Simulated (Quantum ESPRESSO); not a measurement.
# TaTlO3 (Pm-3m): modes at Γ and the response to a field

Aim: the zone-centre modes of TaTlO3 (Pm-3m).

Program: Quantum ESPRESSO 7.5. Level of theory: DFT LDA, scalar-relativistic, plane waves, PseudoDojo norm-conserving pseudopotentials. Results are calculated unless marked as measured.

## (1) The structure

Symmetry: Pm-3m, No. 221, cubic system. The conventional cell has a = 4.083 Å, b = 4.083 Å, c = 4.083 Å, α = 90.00°, β = 90.00°, γ = 90.00°. Nearest to Ta lie 6 O at 2.04 Å. Nearest to Tl lie 12 O at 2.89 Å. O has 2 Ta at 2.04 Å nearest. Farther neighbours and most contacts between anions are not listed.

As a file:

```cif
data_structure
_symmetry_space_group_name_H-M 'P 1'
_symmetry_Int_Tables_number 1
_cell_length_a 4.0828
_cell_length_b 4.0828
_cell_length_c 4.0828
_cell_angle_alpha 90.000
_cell_angle_beta 90.000
_cell_angle_gamma 90.000
_cell_volume 68.06
loop_
_atom_site_label
_atom_site_type_symbol
_atom_site_fract_x
_atom_site_fract_y
_atom_site_fract_z
_atom_site_occupancy
Ta1 Ta 0.50000 0.50000 0.50000 1
Tl2 Tl 0.00000 0.00000 0.00000 1
O3 O 0.50000 0.50000 0.00000 1
O4 O 0.50000 0.00000 0.50000 1
O5 O 0.00000 0.50000 0.50000 1
```

## (2) A probe with smearing

Before anything dear is run, a loose run with smearing shows whether this is a metal and how far the cell is from rest.

probe.in reads:

```
 &control
    calculation='scf',
    prefix='x',
    outdir='./tmp',
    pseudo_dir='./pseudo',
    tprnfor=.true.,
    tstress=.true.,
    verbosity='high',
 /
 &system
    ibrav=0,
    nat=5,
    ntyp=3,
    ecutwfc=92.0,
    occupations='smearing',
    smearing='gaussian',
    degauss=0.01,
 /
 &electrons
    conv_thr=1.0d-07,
    mixing_beta=0.7,
    electron_maxstep=100,
 /
ATOMIC_SPECIES
 Ta    180.9479  Ta.upf
 Tl    204.3800  Tl.upf
 O      15.9990  O.upf
CELL_PARAMETERS angstrom
     4.082848000    0.000000000    0.000000000
     0.000000000    4.082848000    0.000000000
     0.000000000    0.000000000    4.082848000
ATOMIC_POSITIONS crystal
 Ta     0.500000000   0.500000000   0.500000000
 Tl     0.000000000   0.000000000   0.000000000
 O      0.500000000   0.500000000   0.000000000
 O      0.500000000   0.000000000   0.500000000
 O      0.000000000   0.500000000   0.500000000
K_POINTS automatic
 4 4 4 0 0 0
```

On the command line:

```
$ OMP_NUM_THREADS=1 mpirun -n 4 pw.x -nk 4 -in probe.in > probe.out
```

The program printed:

```text
[banners, grids, parts of the stress and lines that vanish by symmetry left out]
Program PWSCF v.7.5
     Message from routine setup:
     using ibrav=0 with symmetry is DISCOURAGED, use correct ibrav instead
[...]
kinetic-energy cutoff     =      92.0000  Ry
     charge density cutoff     =     368.0000  Ry
     scf convergence threshold =      1.0E-07
[...]
Exchange-correlation= SLA  PW   NOGX NOGC
                           (   1   4   0   0   0   0   0)
[...]
48 Sym. Ops., with inversion, found
[...]
(     0          1          0      )
                  (     0          0          1      )
[...]
(  0.0000000  1.0000000  0.0000000 )
                  (  0.0000000  0.0000000  1.0000000 )
[...]
(     0         -1          0      )
                  (     0          0          1      )
[...]
( -1.0000000  0.0000000  0.0000000 )
                  (  0.0000000  1.0000000  0.0000000 )
[...]
number of k points=    10  Gaussian smearing, width (Ry)=  0.0100
[...]
End of self-consistent calculation
[...]
the Fermi energy is    11.0357 ev
!    total energy              =    -351.06575406 Ry
[...]
convergence has been achieved in  10 iterations
[...]
atom    1 type  1   force =     0.00000000    0.00000000    0.00000000
     atom    2 type  2   force =     0.00000000    0.00000000    0.00000000
     atom    3 type  3   force =     0.00000000    0.00000000    0.00000000
     atom    4 type  3   force =     0.00000000    0.00000000    0.00000000
     atom    5 type  3   force =     0.00000000    0.00000000    0.00000000
[...]
Total force =     0.000000     Total SCF correction =     0.000000
[...]
total   stress  (Ry/bohr**3)                   (kbar)     P=     -131.70
[...]
XML data file, charge density, pseudopotentials, collected wavefunctions

   JOB DONE.
```

Wall time 9.8 s (4 MPI ranks of Arm Neoverse V1, shared host).

Numbers from this step:

| Quantity | Value |
| --- | --- |
| volume per atom | 13.61 Å³ |
| pressure | -13.17 GPa |
| gap on the k-mesh | 0.6772 eV |

A gap of 0.68 eV opens on this mesh, so the crystal is taken as an insulator; the start stands at -13 GPa.

## (3) Relaxing the cell and atoms

The relaxation runs at a cutoff a fifth above that of the response, since stress converges more slowly with the basis than frequencies do. Forces and stress are brought to rest with tight thresholds.

relax.in reads:

```
 &control
    calculation='vc-relax',
    prefix='x',
    outdir='./tmp',
    pseudo_dir='./pseudo',
    tprnfor=.true.,
    tstress=.true.,
    forc_conv_thr=2.0d-05,
    etot_conv_thr=1.0d-07,
    nstep=40,
 /
 &system
    ibrav=0,
    nat=5,
    ntyp=3,
    ecutwfc=110,
    occupations='fixed',
    nbnd=24,
 /
 &electrons
    conv_thr=1.0d-11,
    mixing_beta=0.7,
    electron_maxstep=100,
 /
 &ions
 /
 &cell
    press_conv_thr=0.2,
 /
ATOMIC_SPECIES
 Ta    180.9479  Ta.upf
 Tl    204.3800  Tl.upf
 O      15.9990  O.upf
CELL_PARAMETERS angstrom
     4.082848000    0.000000000    0.000000000
     0.000000000    4.082848000    0.000000000
     0.000000000    0.000000000    4.082848000
ATOMIC_POSITIONS crystal
 Ta     0.500000000   0.500000000   0.500000000
 Tl     0.000000000   0.000000000   0.000000000
 O      0.500000000   0.500000000   0.000000000
 O      0.500000000   0.000000000   0.500000000
 O      0.000000000   0.500000000   0.500000000
K_POINTS automatic
 6 6 6 0 0 0
```

On the command line:

```
$ OMP_NUM_THREADS=1 mpirun -n 4 pw.x -nk 4 -in relax.in > relax.out
```

The program printed:

```text
[banners, grids, parts of the stress and lines that vanish by symmetry left out]
[banner, memory and clock lines left out]
Program PWSCF v.7.5

[...]
kinetic-energy cutoff     =     110.0000  Ry
     charge density cutoff     =     440.0000  Ry
     scf convergence threshold =      1.0E-11
[...]
energy convergence thresh.=      1.0E-07
     force convergence thresh. =      2.0E-05
     press convergence thresh. =      2.0E-01
     Exchange-correlation= SLA  PW   NOGX NOGC
                           (   1   4   0   0   0   0   0)
[...]
48 Sym. Ops., with inversion, found
[...]
number of k points=    20
[...]
End of self-consistent calculation
[...]
highest occupied, lowest unoccupied level (ev):    10.7042   11.3994
!    total energy              =    -351.06778495 Ry
[...]
convergence has been achieved in  16 iterations
[...]
atom    1 type  1   force =     0.00000000    0.00000000    0.00000000
     atom    2 type  2   force =     0.00000000    0.00000000    0.00000000
     atom    3 type  3   force =     0.00000000    0.00000000    0.00000000
     atom    4 type  3   force =     0.00000000    0.00000000    0.00000000
     atom    5 type  3   force =     0.00000000    0.00000000    0.00000000
     Total force =     0.000000     Total SCF correction =     0.000000
[...]
total   stress  (Ry/bohr**3)                   (kbar)     P=     -132.22
[...]
number of bfgs steps    =   0
[...]
CELL_PARAMETERS (angstrom)
[...]
ATOMIC_POSITIONS (crystal)
Ta               0.5000000000        0.5000000000        0.5000000000
Tl               0.0000000000        0.0000000000        0.0000000000
O                0.5000000000        0.5000000000        0.0000000000
O                0.5000000000        0.0000000000        0.5000000000
[...]
New effective cutoffs (rho, wfc):  459.45  115.11
[...]
End of self-consistent calculation
[...]
highest occupied, lowest unoccupied level (ev):    12.0548   12.6072
!    total energy              =    -351.08258481 Ry
[...]
convergence has been achieved in  12 iterations
[...]
atom    1 type  1   force =     0.00000000    0.00000000    0.00000000
     atom    2 type  2   force =     0.00000000    0.00000000    0.00000000
     atom    3 type  3   force =     0.00000000    0.00000000    0.00000000
     atom    4 type  3   force =     0.00000000    0.00000000    0.00000000
     atom    5 type  3   force =     0.00000000    0.00000000    0.00000000
     Total force =     0.000000     Total SCF correction =     0.000000
[...]
total   stress  (Ry/bohr**3)                   (kbar)     P=       -3.22
[...]
number of bfgs steps    =   1
[...]
CELL_PARAMETERS (angstrom)
[...]
ATOMIC_POSITIONS (crystal)
[...]
New effective cutoffs (rho, wfc):  459.95  115.24
[...]
End of self-consistent calculation
[...]
highest occupied, lowest unoccupied level (ev):    12.0886   12.6371
!    total energy              =    -351.08259151 Ry
[...]
convergence has been achieved in   9 iterations
[...]
atom    1 type  1   force =     0.00000000    0.00000000    0.00000000
     atom    2 type  2   force =     0.00000000    0.00000000    0.00000000
     atom    3 type  3   force =     0.00000000    0.00000000    0.00000000
     atom    4 type  3   force =     0.00000000    0.00000000    0.00000000
[...]
Total force =     0.000000     Total SCF correction =     0.000000
[...]
total   stress  (Ry/bohr**3)                   (kbar)     P=        0.42
[...]
number of bfgs steps    =   2
[...]
CELL_PARAMETERS (angstrom)
[...]
ATOMIC_POSITIONS (crystal)
[...]
New effective cutoffs (rho, wfc):  459.89  115.22
[...]
End of self-consistent calculation
[...]
highest occupied, lowest unoccupied level (ev):    12.0846   12.6336
!    total energy              =    -351.08259163 Ry
[...]
convergence has been achieved in   8 iterations
[...]
Total force =     0.000000     Total SCF correction =     0.000000
[...]
total   stress  (Ry/bohr**3)                   (kbar)     P=       -0.00
[...]
number of bfgs steps    =   3
[...]
small trust_radius: resetting bfgs history
[...]
CELL_PARAMETERS (angstrom)
[...]
ATOMIC_POSITIONS (crystal)
[...]
New effective cutoffs (rho, wfc):  459.89  115.22
[...]
End of self-consistent calculation
[...]
highest occupied, lowest unoccupied level (ev):    12.0846   12.6336
!    total energy              =    -351.08259163 Ry
[...]
convergence has been achieved in   3 iterations
[...]
atom    3 type  3   force =     0.00000000    0.00000000    0.00000000
     atom    4 type  3   force =     0.00000000    0.00000000    0.00000000
     atom    5 type  3   force =     0.00000000    0.00000000    0.00000000
     Total force =     0.000000     Total SCF correction =     0.000000
[...]
total   stress  (Ry/bohr**3)                   (kbar)     P=       -0.00
[...]
bfgs converged in   5 scf cycles and   4 bfgs steps
[...]
End of BFGS Geometry Optimization
     Final enthalpy           =    -351.0825916320 Ry
     File ./tmp/x.bfgs deleted, as requested
[...]
CELL_PARAMETERS (angstrom)
[...]
ATOMIC_POSITIONS (crystal)
[...]
O                0.5000000000        0.0000000000        0.5000000000
O                0.0000000000        0.5000000000        0.5000000000
[...]
Final scf calculation at the relaxed structure.
[...]
kinetic-energy cutoff     =     110.0000  Ry
     charge density cutoff     =     440.0000  Ry
     scf convergence threshold =      1.0E-13
[...]
press convergence thresh. =      2.0E-01
     Exchange-correlation= SLA  PW   NOGX NOGC
                           (   1   4   0   0   0   0   0)
[...]
48 Sym. Ops., with inversion, found
[...]
number of k points=    20
[...]
End of self-consistent calculation
[...]
highest occupied, lowest unoccupied level (ev):    12.0846   12.6336
!    total energy              =    -351.08258235 Ry
[...]
convergence has been achieved in  17 iterations
[...]
atom    1 type  1   force =     0.00000000    0.00000000    0.00000000
     atom    2 type  2   force =     0.00000000    0.00000000    0.00000000
     atom    3 type  3   force =     0.00000000    0.00000000    0.00000000
     atom    4 type  3   force =     0.00000000    0.00000000    0.00000000
     atom    5 type  3   force =     0.00000000    0.00000000    0.00000000
     Total force =     0.000000     Total SCF correction =     0.000000
[...]
total   stress  (Ry/bohr**3)                   (kbar)     P=       -0.00
[...]
XML data file, charge density, pseudopotentials, collected wavefunctions
```

It took 2.6 min on 4 MPI ranks.

Relaxation path:

| step | energy less that of the first step (eV) | largest force (eV/Å) | pressure (GPa) | volume (Å³) |
| --- | --- | --- | --- | --- |
| 1 | 0.0000 | 0.0000 | -13.22 | 68.06 |
| 2 | -0.2014 | 0.0000 | -0.32 | 63.57 |
| 3 | -0.2015 | 0.0000 | 0.04 | 63.47 |
| 4 | -0.2015 | 0.0000 | 0.00 | 63.48 |
| 5 | -0.2015 | 0.0000 | 0.00 | 63.48 |
| 6 | -0.2013 | 0.0000 | 0.00 | 63.48 |

| conventional cell, symmetrised | before | after | change |
| --- | --- | --- | --- |
| a (Å) | 4.083 | 3.989 | -2.3 % |
| b (Å) | 4.083 | 3.989 | -2.3 % |
| c (Å) | 4.083 | 3.989 | -2.3 % |
| volume (Å³/atom) | 13.61 | 12.70 | -6.7 % |

The relaxed structure:

```cif
data_structure
_symmetry_space_group_name_H-M 'P 1'
_symmetry_Int_Tables_number 1
_cell_length_a 3.9892
_cell_length_b 3.9892
_cell_length_c 3.9892
_cell_angle_alpha 90.000
_cell_angle_beta 90.000
_cell_angle_gamma 90.000
_cell_volume 63.48
loop_
_atom_site_label
_atom_site_type_symbol
_atom_site_fract_x
_atom_site_fract_y
_atom_site_fract_z
_atom_site_occupancy
Ta1 Ta 0.50000 0.50000 0.50000 1
Tl2 Tl 0.00000 0.00000 0.00000 1
O3 O 0.50000 0.50000 0.00000 1
O4 O 0.50000 0.00000 0.50000 1
O5 O 0.00000 0.50000 0.50000 1
```

The last row of the table of steps is pw.x's closing run on a basis chosen anew for the final cell, so its energy can jump.

Numbers from this step:

| Property | Result |
| --- | --- |
| volume per atom | 12.70 Å³ |
| pressure | 0 GPa |
| gap on the k-mesh | 0.5490 eV |

The volume changes by -6.7 % from the cell with which this run began.

## (4) Ground state

Perturbation theory inherits every error of the wavefunctions, so the threshold is set near the limit of the arithmetic. With a gap, occupations are fixed, which also allows the response to an electric field.

scf.in reads:

```
 &control
    calculation='scf',
    prefix='x',
    outdir='./tmp',
    pseudo_dir='./pseudo',
    tprnfor=.true.,
    tstress=.true.,
 /
 &system
    ibrav=0,
    nat=5,
    ntyp=3,
    ecutwfc=92.0,
    occupations='fixed',
    nbnd=24,
 /
 &electrons
    conv_thr=1.0d-12,
    mixing_beta=0.7,
    electron_maxstep=100,
 /
ATOMIC_SPECIES
 Ta    180.9479  Ta.upf
 Tl    204.3800  Tl.upf
 O      15.9990  O.upf
CELL_PARAMETERS angstrom
     3.989171564    0.000000000    0.000000000
     0.000000000    3.989171564    0.000000000
     0.000000000    0.000000000    3.989171564
ATOMIC_POSITIONS crystal
 Ta     0.500000000   0.500000000   0.500000000
 Tl     0.000000000   0.000000000   0.000000000
 O      0.500000000   0.500000000   0.000000000
 O      0.500000000   0.000000000   0.500000000
 O      0.000000000   0.500000000   0.500000000
K_POINTS automatic
 8 8 8 0 0 0
```

On the command line:

```
$ OMP_NUM_THREADS=1 mpirun -n 4 pw.x -nk 4 -in scf.in > scf.out
```

The program printed:

```text
[banners, grids, parts of the stress and lines that vanish by symmetry left out]
[banner, memory and clock lines left out]
Program PWSCF v.7.5

[...]
kinetic-energy cutoff     =      92.0000  Ry
     charge density cutoff     =     368.0000  Ry
     scf convergence threshold =      1.0E-12
[...]
Exchange-correlation= SLA  PW   NOGX NOGC
                           (   1   4   0   0   0   0   0)
[...]
48 Sym. Ops., with inversion, found
[...]
number of k points=    35
[...]
End of self-consistent calculation
[...]
highest occupied, lowest unoccupied level (ev):    12.0842   12.6346
!    total energy              =    -351.08262275 Ry
[...]
convergence has been achieved in  16 iterations
[...]
atom    1 type  1   force =     0.00000000    0.00000000    0.00000000
     atom    2 type  2   force =     0.00000000    0.00000000    0.00000000
     atom    3 type  3   force =     0.00000000    0.00000000    0.00000000
     atom    4 type  3   force =     0.00000000    0.00000000    0.00000000
     atom    5 type  3   force =     0.00000000    0.00000000    0.00000000
     Total force =     0.000000     Total SCF correction =     0.000000
[...]
total   stress  (Ry/bohr**3)                   (kbar)     P=       -0.06
[...]
XML data file, charge density, pseudopotentials, collected wavefunctions
```

Wall time 39 s (4 MPI ranks); 2.6 min of CPU time.

Numbers from this step:

```yaml
pressure: -0.006000 GPa
gap_on_the_k_mesh: 0.5504 eV
```

The cell stands at -0.0060 GPa, close enough for phonons.

[end of part 1 of 3]

[Host names and launcher messages were left out of these logs when they were recorded.]

[Logs are printed without paths, hosts, clocks, repeated set-up lines and the standing remarks that a program may print on its own settings, such as how far it seeks lower states.]

[Hosts, paths, dates, database ids (printed as entryN), source tags and the programs' standing remarks are cut or masked in the printed files.]
